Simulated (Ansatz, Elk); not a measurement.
# Dielectric function and optical constants of BaHfP2 (model structure), part 3 of 3

Aim: the dielectric function of BaHfP2 (model structure), and the optical constants that follow from it. The structure is a model and need not exist. It was built so: All N replaced by P and Sr replaced by Ba in the R-3m structure of SrHfN2. The cell is first relaxed with Ansatz.

Elk 11.2.3 (patched build); DFT, PBE, all-electron APW+lo, Dirac cores, scalar-relativistic bands, independent-particle optical response without local fields.

So far. Step 3 (Ground state): There are states at the Fermi level within the smearing, so the occupations stay smeared and the carriers get a Drude term.

## (4) Independent particles (continued)

The Im ε has structure finer than the step of the table below, so its rows give means over 0.5 eV. Peaks (eV: height): E ∥ x 1.05: 25.4, 4.13: 10.9; E ∥ z 1.10: 19.1, 4.29: 10.8.

Sum at mesh points, not converged in k. The Im ε by photon energy; means over each step:

| photon energy (eV) | E ∥ x | E ∥ z |
| --- | --- | --- |
| 1.0 | 20.3 | 13.1 |
| 1.5 | 18.8 | 9.98 |
| 2.0 | 12.5 | 6.16 |
| 2.5 | 7.37 | 6.33 |
| 3.0 | 9.14 | 6.97 |
| 3.5 | 9.76 | 8.14 |
| 4.0 | 10.1 | 9.98 |
| 4.5 | 9.35 | 10.0 |
| 5.0 | 9.33 | 9.46 |
| 5.5 | 8.20 | 9.76 |
| 6.0 | 5.87 | 8.17 |
| 6.5 | 5.55 | 9.02 |
| 7.0 | 4.97 | 8.11 |
| 7.5 | 4.13 | 5.05 |
| 8.0 | 3.75 | 3.26 |
| 8.5 | 2.68 | 2.38 |
| 9.0 | 2.29 | 1.75 |
| 9.5 | 1.85 | 1.63 |
| 10.0 | 1.58 | 1.45 |
| 10.5 | 1.36 | 1.21 |
| 11.0 | 1.14 | 1.09 |
| 11.5 | 1.25 | 1.11 |
| 12.0 | 1.17 | 1.10 |
| 12.5 | 1.34 | 1.18 |
| 13.0 | 1.71 | 1.32 |
| 13.5 | 1.45 | 1.14 |
| 14.0 | 1.38 | 0.962 |
| 14.5 | 1.52 | 0.891 |
| 15.0 | 1.75 | 1.14 |
| 15.5 | 1.60 | 1.08 |
| 16.0 | 1.27 | 1.14 |
| 16.5 | 1.23 | 1.72 |
| 17.0 | 1.22 | 1.56 |
| 17.5 | 1.18 | 1.24 |
| 18.0 | 0.998 | 1.15 |
| 18.5 | 0.873 | 1.06 |
| 19.0 | 0.614 | 0.833 |
| 19.5 | 0.550 | 0.650 |
| 20.0 | 0.522 | 0.558 |
| 20.5 | 0.534 | 0.550 |
| 21.0 | 0.422 | 0.465 |
| 21.5 | 0.405 | 0.369 |

Values under 1 per cm are given as 1; sum at mesh points, not converged in k. Absorption coefficient against photon energy:

| photon energy (eV) | E ∥ x (1/cm) | E ∥ z (1/cm) |
| --- | --- | --- |
| 0.99 | 2.3e5 | 1.6e5 |
| 1.98 | 5.3e5 | 2.2e5 |
| 3.03 | 5.1e5 | 3.8e5 |
| 4.02 | 7.6e5 | 6.5e5 |
| 5.01 | 1.1e6 | 9.3e5 |
| 6.00 | 1.1e6 | 1.1e6 |
| 6.99 | 1.3e6 | 1.8e6 |
| 7.98 | 1.4e6 | 1.6e6 |
| 9.02 | 1.3e6 | 1.4e6 |
| 10.01 | 1.1e6 | 1.2e6 |
| 11.00 | 9.4e5 | 1.0e6 |
| 11.99 | 8.4e5 | 9.1e5 |
| 12.98 | 1.1e6 | 1.1e6 |
| 14.03 | 1.0e6 | 9.0e5 |
| 15.02 | 1.3e6 | 9.0e5 |
| 16.01 | 1.3e6 | 9.4e5 |
| 17.00 | 1.4e6 | 1.6e6 |
| 17.99 | 1.4e6 | 1.4e6 |
| 18.98 | 1.2e6 | 1.5e6 |
| 20.02 | 9.2e5 | 1.0e6 |
| 21.01 | 9.0e5 | 9.7e5 |

The reflectivity at normal incidence has structure finer than the step of the table below, so its rows give means over 0.5 eV. Peaks (eV: height): E ∥ x 1.05: 52.8, 5.61: 45.7, 7.48: 44.1, 8.47: 45.0, 15.84: 22.1, 18.87: 28.9, 20.96: 19.2; E ∥ z 1.10: 48.1, 7.92: 58.0, 19.09: 27.2.

Sum at mesh points, not converged in k. Reflectivity at normal incidence against photon energy; means over each step:

| photon energy (eV) | E ∥ x (%) | E ∥ z (%) |
| --- | --- | --- |
| 1.0 | 50.2 | 42.1 |
| 1.5 | 48.4 | 36.5 |
| 2.0 | 44.1 | 28.1 |
| 2.5 | 30.7 | 29.3 |
| 3.0 | 34.5 | 30.7 |
| 3.5 | 36.1 | 33.0 |
| 4.0 | 37.5 | 36.1 |
| 4.5 | 38.0 | 37.0 |
| 5.0 | 40.5 | 36.8 |
| 5.5 | 43.9 | 40.5 |
| 6.0 | 39.4 | 37.6 |
| 6.5 | 38.3 | 41.8 |
| 7.0 | 38.9 | 50.3 |
| 7.5 | 41.0 | 55.6 |
| 8.0 | 40.0 | 55.5 |
| 8.5 | 43.3 | 53.5 |
| 9.0 | 37.9 | 51.5 |
| 9.5 | 38.7 | 41.5 |
| 10.0 | 32.0 | 40.3 |
| 10.5 | 30.7 | 35.9 |
| 11.0 | 22.2 | 28.1 |
| 11.5 | 15.8 | 21.3 |
| 12.0 | 13.4 | 17.7 |
| 12.5 | 9.78 | 13.2 |
| 13.0 | 15.3 | 16.9 |
| 13.5 | 15.0 | 16.9 |
| 14.0 | 12.4 | 13.4 |
| 14.5 | 13.6 | 9.90 |
| 15.0 | 15.1 | 8.53 |
| 15.5 | 20.5 | 9.71 |
| 16.0 | 20.1 | 7.44 |
| 16.5 | 17.1 | 13.2 |
| 17.0 | 17.9 | 18.7 |
| 17.5 | 20.9 | 19.1 |
| 18.0 | 22.5 | 18.6 |
| 18.5 | 24.3 | 21.2 |
| 19.0 | 26.1 | 25.0 |
| 19.5 | 22.0 | 23.4 |
| 20.0 | 15.7 | 18.9 |
| 20.5 | 16.5 | 17.5 |
| 21.0 | 17.6 | 19.5 |
| 21.5 | 12.6 | 16.6 |

The loss function −Im 1/ε at q → 0 has structure finer than the step of the table below, so its rows give means over 0.5 eV. Peaks (eV: height): E ∥ x 11.17: 0.935, 19.80: 2.18, 21.12: 2.52; E ∥ z 14.52: 1.11, 19.86: 2.01, 21.56: 2.58.

Sum at mesh points, not converged in k. The loss function −Im 1/ε at q → 0 by energy loss; means over each step:

| energy loss (eV) | E ∥ x | E ∥ z |
| --- | --- | --- |
| 1.0 | 0.0272 | 0.0413 |
| 1.5 | 0.0463 | 0.0857 |
| 2.0 | 0.0866 | 0.0856 |
| 2.5 | 0.0953 | 0.0683 |
| 3.0 | 0.0789 | 0.0667 |
| 3.5 | 0.0852 | 0.0638 |
| 4.0 | 0.0884 | 0.0745 |
| 4.5 | 0.104 | 0.0875 |
| 5.0 | 0.107 | 0.0979 |
| 5.5 | 0.117 | 0.102 |
| 6.0 | 0.162 | 0.122 |
| 6.5 | 0.172 | 0.110 |
| 7.0 | 0.185 | 0.103 |
| 7.5 | 0.204 | 0.117 |
| 8.0 | 0.220 | 0.150 |
| 8.5 | 0.257 | 0.195 |
| 9.0 | 0.331 | 0.258 |
| 9.5 | 0.384 | 0.384 |
| 10.0 | 0.518 | 0.441 |
| 10.5 | 0.616 | 0.590 |
| 11.0 | 0.844 | 0.791 |
| 11.5 | 0.797 | 0.878 |
| 12.0 | 0.823 | 0.906 |
| 12.5 | 0.632 | 0.827 |
| 13.0 | 0.568 | 0.760 |
| 13.5 | 0.675 | 0.879 |
| 14.0 | 0.674 | 1.01 |
| 14.5 | 0.625 | 0.969 |
| 15.0 | 0.551 | 0.700 |
| 15.5 | 0.623 | 0.801 |
| 16.0 | 0.783 | 0.643 |
| 16.5 | 0.815 | 0.514 |
| 17.0 | 0.820 | 0.643 |
| 17.5 | 0.833 | 0.803 |
| 18.0 | 0.964 | 0.868 |
| 18.5 | 1.07 | 0.925 |
| 19.0 | 1.51 | 1.12 |
| 19.5 | 1.81 | 1.48 |
| 20.0 | 1.86 | 1.79 |
| 20.5 | 1.84 | 1.80 |
| 21.0 | 2.29 | 2.16 |
| 21.5 | 2.04 | 2.49 |

From ε follow the optical constants at some laser lines:

| wavelength (nm) | n x | k x | R (%) x | 1/α x | n z | k z | R (%) z | 1/α z |
| --- | --- | --- | --- | --- | --- | --- | --- | --- |
| 1064 | 4.22 | 2.650 | 50.7 | 32 nm | 3.45 | 2.407 | 46.1 | 35 nm |
| 800 | 3.59 | 2.688 | 49.2 | 24 nm | 2.74 | 1.402 | 31.3 | 45 nm |
| 633 | 2.61 | 2.682 | 48.4 | 19 nm | 2.60 | 1.111 | 26.8 | 45 nm |
| 532 | 2.40 | 1.517 | 30.7 | 28 nm | 2.82 | 1.118 | 28.8 | 38 nm |
| 405 | 2.80 | 1.626 | 34.5 | 20 nm | 2.90 | 1.202 | 30.4 | 27 nm |
| 308 | 2.72 | 1.879 | 37.3 | 13 nm | 2.85 | 1.597 | 34.4 | 15 nm |
| 193 | 1.49 | 1.846 | 38.0 | 8.3 nm | 2.15 | 2.109 | 40.2 | 7.3 nm |

In reflection the computed colour is faintly pink-red: x = 0.329, y = 0.324, luminous reflectivity 32 %.

## (5) Outcome

| Quantity | Value |
| --- | --- |
| Drude plasma energy, first axis | 1.87 eV |

What this shows: At this level (PBE, independent particles) BaHfP2 is a metal with a Drude plasma energy of 1.9 eV along x and 2.2 eV along z. The mesh is too coarse to trust the carriers' weight, the reflectivity or the colour to better than tens of per cent. The cell grew by 8.4 % in volume. Along x the bare Drude plasma energy is 1.9 eV; Re ε first rises through zero at 0.36 eV, far lower, because interband transitions screen the carriers. Im ε is 11 there, so the loss peak at that energy is weak. In reflection the computed colour is faintly pink-red: x = 0.329, y = 0.324, luminous reflectivity 32 %. The carriers' damping of 0.1 eV is typed, not computed; at 0.8 eV the carriers give 5 % of Im ε, the rest is interband. Spin-orbit coupling is left out although heavy atoms are present. The sum runs over mesh points 0.21 Å⁻¹ apart with no interpolation, so peaks are partly noise of the mesh, and the Drude plasma energy, a sum over the Fermi surface, isn't converged. Not shown from this task: 1 step that ran out of time.

[Hosts, paths, dates, database ids (printed as entryN), source tags and the programs' standing remarks are cut or masked in the printed files.]

[Where Elk ran, warnings of its patched build on accuracy (core leakage, angular cutoffs, spin-orbit splittings, empty states, lower magnetic states) are left out.]

[Where the starting crystal was built by hand or by swapping elements, it need not be the compound's stable phase.]

[The count of steps not shown may lack steps that the program refused or didn't finish.]
